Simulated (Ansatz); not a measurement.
**Rh(111) with 4 thermally displaced layers, 2x2: scattering by thermal displacements**

Wanted: the phonon-limited resistivity of Rh at 800 K by the Landauer route.

Method: Ansatz plane-wave DFT, PBE, PAW files; ballistic transport by layer matching (Landauer), zero bias; PAW set soft_1, in Ansatz 0.2.0.

## Step 1: The starting structure

The cell holds 40 atoms: 40 Rh. Cell: a = 5.378 Å, b = 5.378 Å, c = 22.012 Å, α = 93.5°, β = 86.5°, γ = 120.0°. It derives from Rh. Regions: lead, 24 atoms (24 Rh); scattering region, 16 atoms (16 Rh). The structure is stacked along c, and the current runs across the ab planes.

## Step 2: With 4 displaced layers

Each atom of 4 layers is moved at random, by amounts drawn from a normal law 0.0704 Å wide in each direction from the Debye model (480 K) at 800 K. The layers about the cell's end stay perfect and serve as the lead. Disorder leaves little or no symmetry, which makes such runs dear. Energies from -0.05 to 0.05 eV in steps of 0.05 eV are too few for the program's thermal sum, so it prints no conductance; for a metal the transmission near the Fermi level serves, at a fraction of the cost.

Input file input.yaml:

```yaml
crystal:
  lattice:
    - [5.3783955991, 0.0, 0.0]
    - [-2.6891977995, 4.6578272204, 0.0]
    - [1.3445988998, -0.7763045367, 21.9572080876]
  atoms:
    - { symbol: Rh, position: [0.9916666667, 0.0083333333, 0.05] }
    - { symbol: Rh, position: [0.9916666667, 0.5083333333, 0.05] }
    - { symbol: Rh, position: [0.4916666667, 0.0083333333, 0.05] }
    - { symbol: Rh, position: [0.4916666667, 0.5083333333, 0.05] }
    - { symbol: Rh, position: [0.1416666667, 0.3583333333, 0.15] }
    - { symbol: Rh, position: [0.1416666667, 0.8583333333, 0.15] }
    - { symbol: Rh, position: [0.6416666667, 0.3583333333, 0.15] }
    - { symbol: Rh, position: [0.6416666667, 0.8583333333, 0.15] }
    - { symbol: Rh, position: [0.2916666667, 0.2083333333, 0.25] }
    - { symbol: Rh, position: [0.2916666667, 0.7083333333, 0.25] }
    - { symbol: Rh, position: [0.7916666667, 0.2083333333, 0.25] }
    - { symbol: Rh, position: [0.7916666667, 0.7083333333, 0.25] }
    - { symbol: Rh, position: [0.9419719318, 0.0566783655, 0.3520539843] }
    - { symbol: Rh, position: [0.9387974838, 0.550427814, 0.3511597194] }
    - { symbol: Rh, position: [0.4662762047, 0.0722761132, 0.3477429575] }
    - { symbol: Rh, position: [0.420364161, 0.548932113, 0.350132542] }
    - { symbol: Rh, position: [0.0602359703, 0.4043594261, 0.446004074] }
    - { symbol: Rh, position: [0.0781334833, 0.8999355861, 0.4489855519] }
    - { symbol: Rh, position: [0.6050059461, 0.4240264264, 0.4495877595] }
    - { symbol: Rh, position: [0.6043419695, 0.8984641251, 0.4511273745] }
    - { symbol: Rh, position: [0.2546043447, 0.2593572797, 0.5476154251] }
    - { symbol: Rh, position: [0.2260201917, 0.7515306617, 0.5507062169] }
    - { symbol: Rh, position: [0.7269511049, 0.2550856878, 0.5494893284] }
    - { symbol: Rh, position: [0.7501809722, 0.7617687334, 0.5511397629] }
    - { symbol: Rh, position: [0.8817068984, 0.1067927651, 0.6525143915] }
    - { symbol: Rh, position: [0.9008936837, 0.5901067239, 0.6548555054] }
    - { symbol: Rh, position: [0.415053825, 0.1202873723, 0.6508481707] }
    - { symbol: Rh, position: [0.3975304287, 0.6314250383, 0.656287004] }
    - { symbol: Rh, position: [0.0416666667, 0.4583333333, 0.75] }
    - { symbol: Rh, position: [0.0416666667, 0.9583333333, 0.75] }
    - { symbol: Rh, position: [0.5416666667, 0.4583333333, 0.75] }
    - { symbol: Rh, position: [0.5416666667, 0.9583333333, 0.75] }
    - { symbol: Rh, position: [0.1916666667, 0.3083333333, 0.85] }
    - { symbol: Rh, position: [0.1916666667, 0.8083333333, 0.85] }
    - { symbol: Rh, position: [0.6916666667, 0.3083333333, 0.85] }
    - { symbol: Rh, position: [0.6916666667, 0.8083333333, 0.85] }
    - { symbol: Rh, position: [0.8416666667, 0.1583333333, 0.95] }
    - { symbol: Rh, position: [0.8416666667, 0.6583333333, 0.95] }
    - { symbol: Rh, position: [0.3416666667, 0.1583333333, 0.95] }
    - { symbol: Rh, position: [0.3416666667, 0.6583333333, 0.95] }
kpoints:
  mp_grid: { grid: [5, 5, 1] }
hamiltonian:
  xc: pbe
  pseudopotentials: { kind: paw, azcp: { folder: soft_1 } }
scf:
  occupations: { method: fermi_dirac, width: 0.1 }
output:
  transmission:
    leads: [[0, 4]]
    kmesh: [10, 10]
    e_range: [-0.05, 0.05]
    de: 0.05
  write_potential: true
  write_density: true
  volumetric_format: npy
  elf: true
```

Started as:

```
ansatz run input.yaml --threads 4 --pin off --max-ram 15360MiB --backend cpu --events-out ev --progress --plain --runs-dir out
```

Numbers of over 12 decimals in the logs are rounded to 6 here.

Output:

```text
Engine: ansatz 0.2.0, aarch64-unknown-linux-gnu
Pseudopotentials: kind: paw
Pseudopotential: Rh, paw, valence charge 17, recommended cutoff 420 eV (normal), soft_1/Rh.paw.azcp
Functional definition: PBE
  parameter kappa = 0.804
  parameter beta = 0.066725
  exchange = pbe_x(kappa = kappa, mu = beta*pi^2/3)
  correlation = pbe_c(beta = beta)
Crystal: 40 atoms, lattice volume = 550.064 Å³
Basis set: ecut = 420 eV, 10671 PW (Γ)
Bands: 408, of which v1, the nominal top of the filled ones, is band 340 counted from 1 (339 counted from 0)
Symmetry: 1 space group operations
Space group: P1 (ITA 1), of the structure as read, at distance tolerance 8.2e-5 Å
k-points: 13 of 25 (time reversal used)
Non-local potential: Rh, projectors of the file, l = 0: 3, l = 1: 2, l = 2: 2, l = 3: 1
PAW form: soft (Blöchl's): semilocal exchange-correlation on the pseudo side does not see the compensation charge
PAW one-centre angular grid: Rh, 590 points (default); XC on 64 Gauss nodes
Initial density: superposition of atomic densities (chi_scale 0.1, normalization cell)
Initial wavefunctions: pseudopotential atomic-orbital guess
Functional: x = pbe(κ = 0.804, μ = 0.219515), c = pbe(β = 0.066725)
SCF iter   1: F=—  HF=-256135.444013 eV  |F-HF|=—  |Δ(HF+E_count)|=         —  Δρ=1.09e-1  dr2=6.13e1  ethr=3.10e-3  ⟨swp⟩=4.5  Hψ=14913  notcnv=0  defer=56
preconditioner: auto → Kerker (q_TF=auto, 2.826 Å⁻¹)  [metal: Δε(μ)=0.011 eV  Ē_g=6.407 eV  σ=0.100 eV  W_gap=0.03  n_scr=228 (ndim 8)  ℏωp=30.0 eV  f_vac=0.000  D(μ)=45.89/eV (n_scr^D=560)]
SCF iter   2: F=—  HF=-256120.387603 eV  |F-HF|=—  |Δ(HF+E_count)|=    1.51e1  Δρ=5.09e-2  dr2=1.28e1  ethr=3.10e-3  ⟨swp⟩=2.2  Hψ=8983  notcnv=0  defer=270
SCF iter   3: F=—  HF=-256117.005554 eV  |F-HF|=—  |Δ(HF+E_count)|=    3.38e0  Δρ=1.02e-2  dr2=3.00e-1  ethr=1.89e-3  ⟨swp⟩=2.0  Hψ=7930  notcnv=0  defer=270
SCF iter   4: F=—  HF=-256117.020522 eV  |F-HF|=—  |Δ(HF+E_count)|=   1.50e-2  Δρ=1.22e-3  dr2=9.14e-3  ethr=4.40e-5  ⟨swp⟩=2.0  Hψ=9606  notcnv=0  defer=270
SCF iter   5: F=—  HF=-256117.021517 eV  |F-HF|=—  |Δ(HF+E_count)|=   9.95e-4  Δρ=2.97e-4  dr2=7.53e-4  ethr=1.34e-6  ⟨swp⟩=2.0  Hψ=7176  notcnv=0  defer=270
SCF iter   6: F=—  HF=-256117.021528 eV  |F-HF|=—  |Δ(HF+E_count)|=   1.08e-5  Δρ=6.43e-5  dr2=8.28e-5  ethr=1.11e-7  ⟨swp⟩=1.0  Hψ=4997  notcnv=0  defer=270
SCF iter   7: F=—  HF=-256117.022527 eV  |F-HF|=—  |Δ(HF+E_count)|=   9.99e-4  Δρ=2.21e-5  dr2=5.46e-6  ethr=1.22e-8  ⟨swp⟩=1.0  Hψ=4997  notcnv=0  defer=270
SCF iter   8: F=—  HF=-256117.022527 eV  |F-HF|=—  |Δ(HF+E_count)|=   1.94e-8  Δρ=4.58e-6  dr2=1.23e-6  ethr=8.03e-10  ⟨swp⟩=2.7  Hψ=8559  notcnv=0  defer=270
SCF iter   9: F=-256117.022527 eV  HF=-256117.022527 eV  |F-HF|=3.10e-8  |Δ(HF+E_count)|=   5.18e-9  Δρ=2.58e-6  dr2=4.50e-8  ethr=1.47e-11  ⟨swp⟩=6.8  Hψ=13845  notcnv=0
SCF 1 converged in 9 iterations: F = -256117.022527 eV  dr2 = 4.50e-8
  greatest PAW one-centre occupation: 1.000 electrons in one spin orbital (limit 2), on the Rh atom at site 13 (counted from 0), in its partial waves of l = 0
transmission: 205 of 2028 steps passed
transmission: 406 of 2028 steps passed
[...]
transmission: 2028 of 2028 steps passed
SCF converged after 9 iterations
Free energy (F): -256117.022527 eV
Harris-Foulkes:  -256117.022527 eV  (|F-HF|=3.10e-8)
Internal energy: -256115.276376 eV  (E = F + TS)
E sigma→0 (E₀):  -256116.149452 eV
Entropy (-TS):   -1.746152 eV (-43.654 meV/atom)
Fermi energy:    22.419040 eV
--- Per-component energies (eV) ---
  E_band       = -3401.498971
  E_kinetic    = 21513.197067
  E_local      = -59194.808466  (includes V_loc(G=0)·N_el)
  E_nonlocal   = 11926.232348
  E_hartree    = 22030.010823
  E_xc         = -8081.776698
  E_vxc        = -10142.900181  (∫ρ·V_xc dr)
  E_paw        = -144135.217644  (= ΣΔE_a)
  E_vpaw       = -11563.281711  (= ΣTr[D̂ρ^β])
  E_aug_tail   = 0.003250  (compensation charges beyond the density's cutoff)
  E_ewald      = -100172.917056
  E_smearing   = -1.746152  (= −TS)
  E_closure    = -0.000000  (closes the sum)
  Σ components = -256117.022527   (vs F -256117.022527, Δ=0.00e0)
--- Band table (eV; the first three rows and the last of 13) ---
  k-point 0: bands = [... 336 lower, 22.9573, 22.9725, 22.9745, 22.9814, 22.9972, 23.0032, 23.0045, 23.0057, ... 64 higher]
  k-point 1: bands = [... 336 lower, 22.6005, 22.6194, 22.6401, 22.6580, 22.6769, 22.6850, 22.7300, 22.7374, ... 64 higher]
  k-point 2: bands = [... 336 lower, 21.8685, 21.9012, 21.9670, 22.0230, 22.0437, 22.1068, 22.1231, 22.1760, ... 64 higher]
  k-point 12: bands = [... 336 lower, 22.3583, 22.3877, 22.4072, 22.4289, 22.4580, 22.4661, 22.4838, 22.5081, ... 64 higher]
--- Transmission ---
  basis      : 211 plane waves across, 39 finite elements along
  points     : 52, standing for a mesh of 10 x 10
  energies   : 3 from -0.050000 to 0.050000 eV about the Fermi level, 0.050000 eV apart; the leads are filled to 0.000000 eV, and channels, transmission and decay are at 0.000000 eV
  crystal 0  : Rh4, at the sites [0, 4], period 2.1957 Å, over 13.17 Å; its Hamiltonian steps by up to 7.6 meV
    offset         : up to 0.0000 Å between an atom of the period and one for which it stands
    channels       : 7.080000e0 a spin
    conductance    : none, the energies end too early or step too widely for 300 K: set another output.transmission.e_range or a lower de, or, where they end at an eighth of basis.ecutwfc, a higher one
  junction   : crystal 0 to crystal 0, 0.70 to 20.46 Å
    transmission   : 5.920120e0 a spin
    conductance    : none, the energies end too early or step too widely for 300 K: set another output.transmission.e_range or a lower de, or, where they end at an eighth of basis.ecutwfc, a higher one
```

The job ended after 7.7 min (4 threads of Arm Neoverse V1, shared host; peak memory 5 GiB; 28 min of CPU time).

In the SCF lines HF is the Harris–Foulkes energy and dr2 the Hartree energy of the density residual, in eV; the loop may stop once dr2 is under the threshold and the program's other checks hold. Hψ counts applications of the Hamiltonian.

Numbers from this step:

* free energy: -256117.0225 eV
* energy at zero smearing: -256116.1495 eV
* Fermi energy: 22.42 eV
* cell area: 25.05 Å²
* transmission per spin nearest the Fermi level: 5.920
* open channels per spin nearest the Fermi level: 7.08
* step of the lead's potential: 7.6 meV

Per spin. The transmission, zone mean by energy, zero at the Fermi level:

```tsv
energy (eV)	transmission, zone mean
-0.0500	5.68
0.0000	5.92
0.0500	5.94
```

Per spin. Open channels, zone mean, lead against energy, zero at the Fermi level:

```tsv
energy (eV)	open channels, zone mean, lead
-0.0500	6.72
0.0000	7.08
0.0500	7.08
```

Transmission over k1 and k2. At 0.0000 eV from the Fermi level.

Values, 10 rows by 10 columns:
```
 5.5  5.4  5.4  6.4  5.4  5.5  5.5  5.5  7.9  5.4
 6.0  5.5  5.7  5.4  5.3  5.7  5.4  6.1  7.7  7.7
 5.9  6.4  5.1  5.0  6.1  4.7  5.2  6.4  6.1  4.8
 5.4  5.5  5.0  6.3  8.4  8.4  5.9  4.9  5.4  5.3
 5.5  5.3  5.7  4.7  8.4 11.3  8.4  4.7  5.7  5.3
 5.4  5.3  5.4  4.9  5.9  8.4  8.4  6.3  5.0  5.5
 5.9  4.8  6.1  6.4  5.2  4.7  6.1  5.0  5.1  6.4
 6.0  7.7  7.7  6.1  5.4  5.7  5.3  5.4  5.7  5.5
 5.5  5.4  7.9  5.5  5.5  5.5  5.4  6.4  5.4  5.4
 5.6  5.5  6.1  6.1  5.5  5.6  5.5  6.1  6.1  5.5
```
Columns: k1 (b1) from -0.5 to 0.4; rows upwards: k2 (b2) from -0.5 to 0.4.

Open channels over k1 and k2. At 0.0000 eV from the Fermi level.

Ten even steps from '0' (6.0) to '9' (12.0):
```
0006000060
1011110166
1610101610
0011551100
0010595010
0001155110
1016101016
1661011110
0060000600
0011000110
```
Columns: k1 (b1) from -0.5 to 0.4; rows upwards: k2 (b2) from -0.5 to 0.4.

Valence density in the ca plane at fractional y = 0.549, with atoms of Rh within 0.2 Å of it. It is the smooth field of the valence electrons, not physical close to the nuclei.

Values in units of 1e0 e/Å³, 8 rows by 16 columns, each cell a mean:
```
0.3 0.2 0.3 0.4 7.6 5.2 0.4 0.3 0.2 0.3 0.7 8.4 2.0 0.8 0.5 0.3
0.8 0.4 1.2 0.4 1.8 1.4 0.8 0.9 0.3 0.4 0.5 5.4 1.5 0.4 0.3 0.3
0.8 0.4 1.6 0.5 0.3 0.3 1.9 2.8 0.4 0.6 0.2 0.5 0.4 3.4 1.3 0.3
0.3 0.2 0.4 0.4 2.9 1.7 0.7 1.1 0.3 0.4 0.2 0.7 0.5 4.8 2.0 0.3
0.3 0.2 0.3 0.4 8.1 5.0 0.3 0.2 0.2 0.3 0.5 5.1 1.3 0.8 0.5 0.3
0.8 0.4 1.2 0.5 2.5 1.8 0.4 0.4 0.2 0.3 0.4 4.9 1.4 0.5 0.3 0.3
0.8 0.4 1.6 0.5 0.5 0.4 1.4 1.5 0.4 0.6 0.2 0.6 0.5 3.4 1.3 0.3
0.3 0.2 0.4 0.4 3.7 2.3 1.0 1.1 0.3 0.5 0.3 1.4 0.6 4.8 2.0 0.3
```
Columns run along c (16.0 Å, from fractional 0.14 to 0.86 of the cell), rows up along a (5.4 Å). Atoms in or near the plane, at fractional coordinates: Rh at (0.35, 0.94), Rh at (0.35, 0.42), Rh at (0.65, 0.90).

ELF in the ca plane at fractional y = 0.549, with atoms of Rh within 0.2 Å of it. It is the smooth field of the valence electrons, not physical close to the nuclei.

Ten even steps from '0' (0.18) to '9' (0.75), each cell a mean:
```
11000001110599840111000001110268851112310111
00000000010489840111000001110279972110000000
11000122100145411012100001110158851110000000
22101144300001000145410001100013311112210001
11000134200000010267521001100000011157730111
11000011000122100135410001000000011268851100
11000000110377621111100001100012111147741110
11000001110599840110000001110146631112310111
00000000010589840111000001110158862110000000
11000122100256521100000001110157851110000000
22101144300011101123200001000024421112210001
11100134200111110255311011100001101147730111
11000011000134211245311001100001111268851100
11000000110478731112100001000034411147741110
```
Columns run along c (16.0 Å, from fractional 0.14 to 0.86 of the cell), rows up along a (5.4 Å). Atoms in or near the plane, at fractional coordinates: Rh at (0.35, 0.94), Rh at (0.35, 0.42), Rh at (0.65, 0.90).

Electrostatic potential energy in the ca plane at fractional y = 0.549, with atoms of Rh within 0.2 Å of it. With pseudopotentials it is smooth inside the atoms' cores, unlike the true potential.

Ten even steps from '0' (-44 eV) to '9' (25 eV), each cell a mean:
```
99999999998300038999999999999720037986689999
99999999999500048999999999999610016999999999
77899866899853579977899999999831037999999999
76899744689998899743479998999975579976689999
87899855799999999731369988899999999741258999
99999988899876799853479988899999999720048999
99999999999521379987899999999987789841258999
99999999998300049999999999999852258976689999
99999999998400048999999999999730027999999999
87899866899732379999999999999841037999999999
76899744689987899866799998999975468976789999
87899855699998999743589987899998899741258999
99999988899865689743589987899998899720048999
99999999998510169876799998999964478841158999
```
Columns run along c (16.0 Å, from fractional 0.14 to 0.86 of the cell; values clipped at the 3rd and 97th percentile), rows up along a (5.4 Å). Atoms in or near the plane, at fractional coordinates: Rh at (0.35, 0.94), Rh at (0.35, 0.42), Rh at (0.65, 0.90).

Over the solved energies the transmission per spin lies between 5.68 and 5.94, out of 6.96 channels of the lead on average (up to 7.08).

(Part 1 of 2 ends here.)

[Logs are printed without paths, hosts, clocks, repeated set-up lines and the standing remarks that a program may print on its own settings, such as how far it seeks lower states.]

[Hosts, paths, dates, database ids (printed as entryN), source tags and the programs' standing remarks are cut or masked in the printed files.]
